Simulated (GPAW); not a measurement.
**A Ga chain with one P atom in line: relaxation, then transmission at several levels**

How well does a Ga chain with one P atom in line conduct once its atoms have relaxed, and how much do cheaper levels lose?

Method: GPAW LCAO, PAW setups; relaxation of the junction within the symmetry of its start, lead ends held, in the first sound run; inputs show where later runs differ, in GPAW 26.7.0.

### 1. The starting structure

The cell holds 13 atoms: 12 Ga and 1 P. Its edges and angles: a = 9.000 Å, b = 9.000 Å, c = 32.572 Å, α = 90.0°, β = 90.0°, γ = 90.0°. Regions: left lead, 6 atoms (6 Ga); channel, 1 atom (1 P); right lead, 6 atoms (6 Ga). Vacuum lies along a and b. The structure is stacked along c, and the current runs across the ab planes.

### 2. Relaxation

Transmission follows bond lengths closely, so the atoms between the held lead ends are relaxed first, within whatever symmetry the start has.

File run.py:

```python
import json
from ase import Atoms
from ase.constraints import FixAtoms
from ase.optimize import BFGS
from gpaw import GPAW, FermiDirac

device = Atoms(
    ['Ga', 'Ga', 'Ga', 'Ga', 'Ga', 'Ga', 'P', 'Ga', 'Ga', 'Ga', 'Ga', 'Ga', 'Ga'],
    positions=[
        [4.50000, 4.50000, 1.27500],
        [4.50000, 4.50000, 3.82500],
        [4.50000, 4.50000, 6.37500],
        [4.50000, 4.50000, 8.92500],
        [4.50000, 4.50000, 11.47500],
        [4.50000, 4.50000, 14.02500],
        [4.50000, 4.50000, 16.28580],
        [4.50000, 4.50000, 18.54660],
        [4.50000, 4.50000, 21.09660],
        [4.50000, 4.50000, 23.64660],
        [4.50000, 4.50000, 26.19660],
        [4.50000, 4.50000, 28.74660],
        [4.50000, 4.50000, 31.29660]],
    cell=[[9.0, 0.0, 0.0], [0.0, 9.0, 0.0], [0.0, 0.0, 32.5716]],
    pbc=True)

device.set_constraint(FixAtoms([0, 1, 2, 3, 4, 8, 9, 10, 11, 12]))
device.calc = GPAW(mode='lcao', basis='dzp', xc='PBE', h=0.18,
                   kpts={'size': (1, 1, 3), 'gamma': True},
                   symmetry={'tolerance': 1e-3, 'extra_ids': [1, 1, 1, 1, 1, 0, 0, 0, 1, 1, 1, 1, 1]},
                   occupations=FermiDirac(0.1), maxiter=250,
                   mixer=dict(beta=0.1, nmaxold=8, weight=100.0),
                   convergence=dict(density=0.0001), txt='relax.txt')
path = []
opt = BFGS(device, maxstep=0.15)
opt.attach(lambda: path.append((device.get_potential_energy(), device.positions.tolist(), device.get_forces().tolist())))
relaxed = bool(opt.run(fmax=0.05, steps=50))
json.dump(dict(relaxed=relaxed, path=path, positions=device.positions.tolist(), moments=device.get_magnetic_moments().tolist(),
               forces=device.get_forces(apply_constraint=False).tolist()), open('result.json', 'w'))
```

Started as:

```sh
> OMP_NUM_THREADS=1 OPENBLAS_NUM_THREADS=1 python run.py
```

What it wrote:

```text
Step          Energy          fmax
BFGS:    0      -22.692685        0.484539
BFGS:    1      -22.698657        0.379142
BFGS:    2      -22.707670        0.022430
```

Run time: 3.7 min. Hardware: 1 thread of Intel Xeon Platinum 8259CL at 2.50GHz (Skylake/Cascade Lake), shared host; peak memory 1.5 GiB.

Step by step:

| step | energy less that of the first step (eV) | largest force (eV/Å) |
| --- | --- | --- |
| 1 | 0.0000 | 0.4845 |
| 2 | -0.0061 | 0.3791 |
| 3 | -0.0151 | 0.0224 |

The atoms that moved most (Å):

| atom | dx | dy | dz | length |
| --- | --- | --- | --- | --- |
| Ga6 | 0.000 | 0.000 | 0.032 | 0.032 |
| Ga8 | 0.000 | 0.000 | -0.032 | 0.032 |

The relaxation lowered the energy of the cell by 0.0151 eV (energies extrapolated to zero smearing; the optimiser's log prints free energies). The largest force left on a free atom is 0.022 eV/Å.

### 3. GPAW, dzp

Localised orbitals split the wire into layers that couple to their neighbours alone, which is what the Green's function method needs; double zeta with polarisation is the usual level for numbers.

This step: GPAW LCAO, PAW setups; Landauer transmission from Green's functions with principal layers (ASE), zero bias (GPAW 26.7.0).

File run.py:

```python
import json
import numpy as np
from ase import Atoms
from ase.transport.calculators import TransportCalculator
from gpaw import GPAW, FermiDirac
from gpaw.lcao.tools import get_lcao_hamiltonian
from scipy.linalg import eigh

# The junction with lead layers at both ends, along the third cell vector
device = Atoms(
    ['Ga', 'Ga', 'Ga', 'Ga', 'Ga', 'Ga', 'P', 'Ga', 'Ga', 'Ga', 'Ga', 'Ga', 'Ga'],
    positions=[
        [4.50000, 4.50000, 1.27500],
        [4.50000, 4.50000, 3.82500],
        [4.50000, 4.50000, 6.37500],
        [4.50000, 4.50000, 8.92500],
        [4.50000, 4.50000, 11.47500],
        [4.50000, 4.50000, 14.05682],
        [4.50000, 4.50000, 16.28580],
        [4.50000, 4.50000, 18.51478],
        [4.50000, 4.50000, 21.09660],
        [4.50000, 4.50000, 23.64660],
        [4.50000, 4.50000, 26.19660],
        [4.50000, 4.50000, 28.74660],
        [4.50000, 4.50000, 31.29660]],
    cell=[[9.0, 0.0, 0.0], [0.0, 9.0, 0.0], [0.0, 0.0, 32.5716]],
    pbc=True)

# One principal layer of the lead: the first 3 atoms of the device
lead = Atoms(
    ['Ga', 'Ga', 'Ga'],
    positions=[
        [4.50000, 4.50000, 1.27500],
        [4.50000, 4.50000, 3.82500],
        [4.50000, 4.50000, 6.37500]],
    cell=[[9.0, 0.0, 0.0], [0.0, 9.0, 0.0], [0.0, 0.0, 7.65]],
    pbc=True)

settings = dict(mode='lcao', basis='dzp', xc='PBE', h=0.2,
                occupations=FermiDirac(0.1), maxiter=250,
                mixer=dict(beta=0.1, nmaxold=8, weight=100.0),
                convergence=dict(density=0.0001))
energies = np.arange(-2, 2 + 1e-9, 0.025)
eta = 0.0001
n1, n2 = 1, 1
# k and -k transmit alike, so half of the mesh across the current serves
mesh = [(i, j) for i in range(n1) for j in range(n2) if (i, j) <= (-i % n1, -j % n2)]
weights = np.array([1 if (i, j) == (-i % n1, -j % n2) else 2 for i, j in mesh]) / (n1 * n2)

# [... helper functions left out ...]
fermi_lead = ground_state(lead, (1, 1, 15), 'lead.txt')
fermi_device = ground_state(device, (1, 1, 3), 'device.txt')
# [... loop over the mesh left out, but for ...]
        # Shift the lead onto the potential of the device's first layer
        shift = ((H[:, 0, 0] - H0[:, 0, 0]) / S0[0, 0]).real.mean()
# [...]
kT = 8.617333e-5 * 300
bias = [0.1, 0.2, 0.5, 1.0, 1.5, 2.0]
# [... integrals and printing left out ...]
```

What it wrote:

```text
basis functions: device 169, principal layer 39
Fermi level: lead -2.8498 eV, device -2.9097 eV; lead shifted by -0.0035 eV
largest coupling past the next layer 6.03e-05 eV, largest misfit of the first layer 0.037 eV
  E-E_F (eV)   T (one spin)  [channel counts left out]
    -2.000    8.6627e-01
    -1.975    8.6710e-01
    -1.950    8.6803e-01
    -1.925    8.6907e-01
    -1.900    8.7024e-01
    -1.875    8.7157e-01
    -1.850    8.7308e-01
    -1.825    8.7481e-01
    -1.800    8.7682e-01
    -1.775    8.7916e-01
    -1.750    8.8192e-01
    -1.725    8.8521e-01
    -1.700    8.8920e-01
    -1.675    8.9412e-01
    -1.650    9.0031e-01
    -1.625    9.0832e-01
[...]
1.825    2.5505e+00
     1.850    2.5646e+00
     1.875    2.5784e+00
     1.900    2.5918e+00
     1.925    2.6049e+00
     1.950    2.6176e+00
     1.975    2.6300e+00
     2.000    2.6419e+00
conductance at 300 K: 1.6272 G0 a cell; thermopower -4.808 uV/K
current from the zero-bias T(E) at 0.1 V: 12.558 uA
current from the zero-bias T(E) at 0.2 V: 24.818 uA
current from the zero-bias T(E) at 0.5 V: 57.667 uA
current from the zero-bias T(E) at 1.0 V: 105.32 uA
current from the zero-bias T(E) at 1.5 V: 153.81 uA
current from the zero-bias T(E) at 2.0 V: 205.34 uA
```

The job ended after 77 s (1 thread; peak memory 1.1 GiB).

Numbers from this step:

| Item | Value |
| --- | --- |
| conductance | 1.627 G₀ |
| thermopower | -4.808 μV/K |
| largest coupling past the next principal layer | 6.03e-5 eV |
| largest misfit of the first principal layer | 0.03675 eV |
| shift that aligns the lead | -0.003512 eV |
| basis functions of the junction | 169 |
| basis functions of a principal layer | 39 |
| transmission at the Fermi level (one spin) | 1.645 |

One spin. Transmission, zone mean against energy, zero at the Fermi level:

energy (eV), transmission, zone mean and a bar:
```
   -2.000       0.87 ##########
   -1.900       0.87 ##########
   -1.800       0.88 ##########
   -1.700       0.89 ##########
   -1.600       0.92 ##########
   -1.525       0.99 ###########
   -1.500       0.00 
   -1.400       0.64 #######
   -1.300       0.77 #########
   -1.200       0.80 #########
   -1.100       0.81 #########
   -1.000       0.82 #########
   -0.900       0.82 #########
   -0.800       0.82 #########
   -0.700       0.83 #########
   -0.600       0.83 #########
   -0.500       0.83 #########
   -0.400       0.83 #########
   -0.300       0.83 #########
   -0.200       1.06 ############
   -0.100       1.46 #################
    0.000       1.65 ###################
    0.100       1.68 ###################
    0.200       1.65 ###################
    0.300       1.62 ##################
    0.400       1.61 ##################
    0.500       1.62 ##################
    0.600       1.66 ###################
    0.700       1.71 ###################
    0.800       1.78 ####################
    0.900       1.86 #####################
    1.000       1.94 ######################
    1.100       2.03 #######################
    1.200       2.11 ########################
    1.300       2.19 #########################
    1.400       2.27 ##########################
    1.500       2.34 ###########################
    1.600       2.41 ###########################
    1.700       2.48 ############################
    1.800       2.54 #############################
    1.900       2.59 #############################
    2.000       2.64 ##############################
```

Not self-consistent under bias; the bias window is split evenly. The current through one cell, from the zero-bias transmission by bias:

| bias (V) | current through one cell, from the zero-bias transmission (μA) |
| --- | --- |
| 0.100 | 12.6 |
| 0.200 | 24.8 |
| 0.500 | 57.7 |
| 1.000 | 105 |
| 1.500 | 154 |
| 2.000 | 205 |

Table of transmission of the three most open eigenchannels by energy, zero at the Fermi level:

| energy (eV) | channel 1 | channel 2 | channel 3 |
| --- | --- | --- | --- |
| -2.000 | 0.866 | 1.4e-12 | 0 |
| -1.900 | 0.870 | 1.4e-12 | 0 |
| -1.800 | 0.877 | 1.4e-12 | 0 |
| -1.700 | 0.889 | 1.4e-12 | 0 |
| -1.600 | 0.919 | 1.3e-12 | 0 |
| -1.500 | 2.3e-4 | 1.3e-12 | 0 |
| -1.400 | 0.638 | 1.3e-12 | 0 |
| -1.300 | 0.770 | 1.3e-12 | 0 |
| -1.200 | 0.798 | 1.2e-12 | 0 |
| -1.100 | 0.810 | 1.2e-12 | 0 |
| -1.000 | 0.816 | 1.2e-12 | 0 |
| -0.900 | 0.821 | 1.2e-12 | 0 |
| -0.800 | 0.823 | 1.1e-12 | 0 |
| -0.700 | 0.825 | 1.1e-12 | 0 |
| -0.600 | 0.827 | 1.1e-12 | 0 |
| -0.500 | 0.827 | 1.1e-12 | 0 |
| -0.400 | 0.828 | 1.0e-12 | 0 |
| -0.300 | 0.828 | 2.9e-10 | 2.9e-10 |
| -0.200 | 0.828 | 0.118 | 0.118 |
| -0.100 | 0.828 | 0.315 | 0.315 |
| 0.000 | 0.828 | 0.409 | 0.409 |
| 0.100 | 0.827 | 0.424 | 0.424 |
| 0.200 | 0.826 | 0.412 | 0.412 |
| 0.300 | 0.826 | 0.398 | 0.398 |
| 0.400 | 0.825 | 0.393 | 0.393 |
| 0.500 | 0.824 | 0.400 | 0.400 |
| 0.600 | 0.823 | 0.418 | 0.418 |
| 0.700 | 0.822 | 0.445 | 0.445 |
| 0.800 | 0.822 | 0.479 | 0.479 |
| 0.900 | 0.821 | 0.518 | 0.518 |
| 1.000 | 0.820 | 0.560 | 0.560 |
| 1.100 | 0.820 | 0.603 | 0.603 |
| 1.200 | 0.819 | 0.645 | 0.645 |
| 1.300 | 0.819 | 0.686 | 0.686 |
| 1.400 | 0.819 | 0.724 | 0.724 |
| 1.500 | 0.819 | 0.761 | 0.761 |
| 1.600 | 0.819 | 0.795 | 0.795 |
| 1.700 | 0.828 | 0.828 | 0.820 |
| 1.800 | 0.858 | 0.858 | 0.820 |
| 1.900 | 0.885 | 0.885 | 0.821 |
| 2.000 | 0.910 | 0.910 | 0.822 |

Couplings past the next layer reach 6.0e-5 eV, small enough to drop; the matrix elements of the cell's first layer differ from the bulk lead's by up to 0.037 eV. That layer keeps its own values in the calculation, and only beyond it is the lead taken as perfect. The Fermi levels of lead and junction count from different zeros of potential, one for each periodic cell; with both set to zero, the small remaining shift is what aligns them. By hand: G = 1.627 × 77.48 μS = 126 μS, a resistance of 7.93 kΩ; at 0.1 V a linear junction would pass 12.6 μA, and the integral over the bias window gives 12.6 μA. Mott's formula, S = -(π²/3)(k_B²T/e) d ln T/dE, has the prefactor 7.33 μV/K·eV at 300 K; T = 1.618 at -0.025 eV and 1.663 at 0.025 eV give a slope of 0.556 per eV and S = -4.07 μV/K, beside -4.81 μV/K from the thermal integral, which interpolates the same grid.

### 4. Single-zeta polarised basis

One radial function a shell plus polarisation makes the matrices smaller; the question is what that costs.

Edit run.py of step 3 so:

```diff
@@ -38,3 +38,3 @@
 
-settings = dict(mode='lcao', basis='dzp', xc='PBE', h=0.2,
+settings = dict(mode='lcao', basis='szp(dzp)', xc='PBE', h=0.2,
                 occupations=FermiDirac(0.1), maxiter=250,
```

What it wrote:

```text
basis functions: device 117, principal layer 27
Fermi level: lead -3.1746 eV, device -3.2368 eV; lead shifted by -0.0009 eV
largest coupling past the next layer 5.81e-05 eV, largest misfit of the first layer 0.037 eV
  E-E_F (eV)   T (one spin)  channels
    -2.000    9.2894e-01    1.0000
    -1.975    9.3295e-01    1.0000
    -1.950    9.3738e-01    1.0000
    -1.925    9.4229e-01    1.0000
    -1.900    9.4776e-01    1.0000
    -1.875    9.5386e-01    1.0000
    -1.850    9.6068e-01    1.0000
    -1.825    9.6829e-01    1.0000
    -1.800    9.7673e-01    1.0000
    -1.775    9.8581e-01    1.0000
    -1.750    9.9462e-01    1.0000
    -1.725    9.9878e-01    1.0000
    -1.700    9.5636e-01    1.0000
    -1.675    9.6630e-06    0.0000
    -1.650    1.6554e-06    0.0000
    -1.625    8.8965e-07    0.0000
[...]
1.825    2.5403e+00    3.0000
     1.850    2.5548e+00    3.0000
     1.875    2.5690e+00    3.0000
     1.900    2.5827e+00    3.0000
     1.925    2.5960e+00    3.0000
     1.950    2.6089e+00    3.0000
     1.975    2.6213e+00    3.0000
     2.000    2.6333e+00    3.0000
conductance at 300 K: 1.5309 G0 a cell; thermopower -5.708 uV/K
current from the zero-bias T(E) at 0.1 V: 11.81 uA
current from the zero-bias T(E) at 0.2 V: 23.318 uA
current from the zero-bias T(E) at 0.5 V: 54.028 uA
current from the zero-bias T(E) at 1.0 V: 99.276 uA
current from the zero-bias T(E) at 1.5 V: 145.6 uA
current from the zero-bias T(E) at 2.0 V: 194.94 uA
```

Run time: 72 s. Hardware: 1 thread; peak memory 1.1 GiB.

This step gave:

* conductance: 1.531 G₀
* thermopower: -5.708 μV/K
* largest coupling past the next principal layer: 5.81e-5 eV
* largest misfit of the first principal layer: 0.03720 eV
* shift that aligns the lead: -9.05e-4 eV
* basis functions of the junction: 117
* basis functions of a principal layer: 27
* transmission at the Fermi level (one spin): 1.550
* open channels of the lead at the Fermi level (one spin): 3

One spin. Transmission, zone mean against energy, zero at the Fermi level:

| energy (eV) | transmission, zone mean |
| --- | --- |
| -2.000 | 0.929 |
| -1.900 | 0.948 |
| -1.800 | 0.977 |
| -1.700 | 0.956 |
| -1.600 | 7.3e-7 |
| -1.500 | 1.6e-5 |
| -1.400 | 0.278 |
| -1.300 | 0.584 |
| -1.200 | 0.672 |
| -1.100 | 0.714 |
| -1.000 | 0.738 |
| -0.900 | 0.754 |
| -0.800 | 0.764 |
| -0.700 | 0.772 |
| -0.600 | 0.778 |
| -0.500 | 0.782 |
| -0.400 | 0.785 |
| -0.300 | 0.787 |
| -0.200 | 0.955 |
| -0.100 | 1.35 |
| 0.000 | 1.55 |
| 0.100 | 1.59 |
| 0.200 | 1.57 |
| 0.300 | 1.54 |
| 0.400 | 1.52 |
| 0.500 | 1.56 |
| 0.600 | 1.60 |
| 0.700 | 1.65 |
| 0.800 | 1.73 |
| 0.900 | 1.81 |
| 1.000 | 1.90 |
| 1.100 | 1.99 |
| 1.200 | 2.08 |
| 1.300 | 2.16 |
| 1.400 | 2.24 |
| 1.500 | 2.32 |
| 1.600 | 2.39 |
| 1.700 | 2.46 |
| 1.800 | 2.53 |
| 1.900 | 2.58 |
| 2.000 | 2.63 |

Crossings of the lead's bands, unfolded to its shortest repeat. Table of open channels, zone mean by energy, zero at the Fermi level:

| energy (eV) | open channels, zone mean |
| --- | --- |
| -2.000 | 1 |
| -1.800 | 1 |
| -1.600 | 0 |
| -1.400 | 1 |
| -1.200 | 1 |
| -1.000 | 1 |
| -0.800 | 1 |
| -0.600 | 1 |
| -0.400 | 1 |
| -0.200 | 3 |
| 0.000 | 3 |
| 0.200 | 3 |
| 0.400 | 3 |
| 0.600 | 3 |
| 0.800 | 3 |
| 1.000 | 3 |
| 1.200 | 3 |
| 1.400 | 3 |
| 1.600 | 3 |
| 1.800 | 3 |
| 2.000 | 3 |

Not self-consistent under bias; the bias window is split evenly. The current through one cell, from the zero-bias transmission by bias:

| bias (V) | current through one cell, from the zero-bias transmission (μA) |
| --- | --- |
| 0.100 | 11.8 |
| 0.200 | 23.3 |
| 0.500 | 54.0 |
| 1.000 | 99.3 |
| 1.500 | 146 |
| 2.000 | 195 |

Transmission of the three most open eigenchannels against energy, zero at the Fermi level:

| energy (eV) | channel 1 | channel 2 | channel 3 |
| --- | --- | --- | --- |
| -2.000 | 0.929 | 0 | 0 |
| -1.800 | 0.977 | 0 | 0 |
| -1.600 | 7.3e-7 | 0 | 0 |
| -1.400 | 0.278 | 0 | 0 |
| -1.200 | 0.672 | 0 | 0 |
| -1.000 | 0.738 | 0 | 0 |
| -0.800 | 0.764 | 0 | 0 |
| -0.600 | 0.778 | 0 | 0 |
| -0.400 | 0.785 | 0 | 0 |
| -0.200 | 0.789 | 0.0831 | 0.0831 |
| 0.000 | 0.791 | 0.379 | 0.379 |
| 0.200 | 0.792 | 0.388 | 0.388 |
| 0.400 | 0.792 | 0.366 | 0.366 |
| 0.600 | 0.791 | 0.403 | 0.403 |
| 0.800 | 0.789 | 0.469 | 0.469 |
| 1.000 | 0.788 | 0.556 | 0.556 |
| 1.200 | 0.786 | 0.645 | 0.645 |
| 1.400 | 0.785 | 0.729 | 0.729 |
| 1.600 | 0.804 | 0.804 | 0.784 |
| 1.800 | 0.871 | 0.871 | 0.784 |
| 2.000 | 0.925 | 0.925 | 0.784 |

The conductance, 1.53 G₀, lies 5.9 % below that of the dzp run.

### 5. Minimal basis

The minimal basis is the cheapest rung: no second zeta and no polarisation.

Edit run.py of step 4 so:

```diff
@@ -38,3 +38,3 @@
 
-settings = dict(mode='lcao', basis='szp(dzp)', xc='PBE', h=0.2,
+settings = dict(mode='lcao', basis='sz(dzp)', xc='PBE', h=0.2,
                 occupations=FermiDirac(0.1), maxiter=250,
```

What it wrote:

```text
basis functions: device 52, principal layer 12
Fermi level: lead -3.2329 eV, device -3.2879 eV; lead shifted by 0.0033 eV
largest coupling past the next layer 5.75e-05 eV, largest misfit of the first layer 0.029 eV
  E-E_F (eV)   T (one spin)  channels
    -2.000    9.2079e-01    1.0000
    -1.975    9.2582e-01    1.0000
    -1.950    9.3147e-01    1.0000
[...]
1.975    2.4308e+00    3.0000
     2.000    2.4461e+00    3.0000
conductance at 300 K: 1.4724 G0 a cell; thermopower -5.783 uV/K
current from the zero-bias T(E) at 0.1 V: 11.357 uA
current from the zero-bias T(E) at 0.2 V: 22.42 uA
current from the zero-bias T(E) at 0.5 V: 51.896 uA
current from the zero-bias T(E) at 1.0 V: 94.854 uA
current from the zero-bias T(E) at 1.5 V: 138.38 uA
current from the zero-bias T(E) at 2.0 V: 184.37 uA
```

Run time: 54 s. Hardware: 1 thread; peak memory 0.96 GiB.

Numbers from this step:

| Property | Result |
| --- | --- |
| conductance | 1.472 G₀ |
| thermopower | -5.783 μV/K |
| largest coupling past the next principal layer | 5.75e-5 eV |
| largest misfit of the first principal layer | 0.02934 eV |
| shift that aligns the lead | 0.003319 eV |
| basis functions of the junction | 52 |
| basis functions of a principal layer | 12 |
| transmission at the Fermi level (one spin) | 1.491 |

The conductance, 1.47 G₀, lies 10 % below that of the dzp run.

(Continued in part 2 of 2.)

[Logs are printed without paths, hosts, clocks, repeated set-up lines and the standing remarks that a program may print on its own settings, such as how far it seeks lower states.]

[Hosts, paths, dates, database ids (printed as entryN), source tags and the programs' standing remarks are cut or masked in the printed files.]
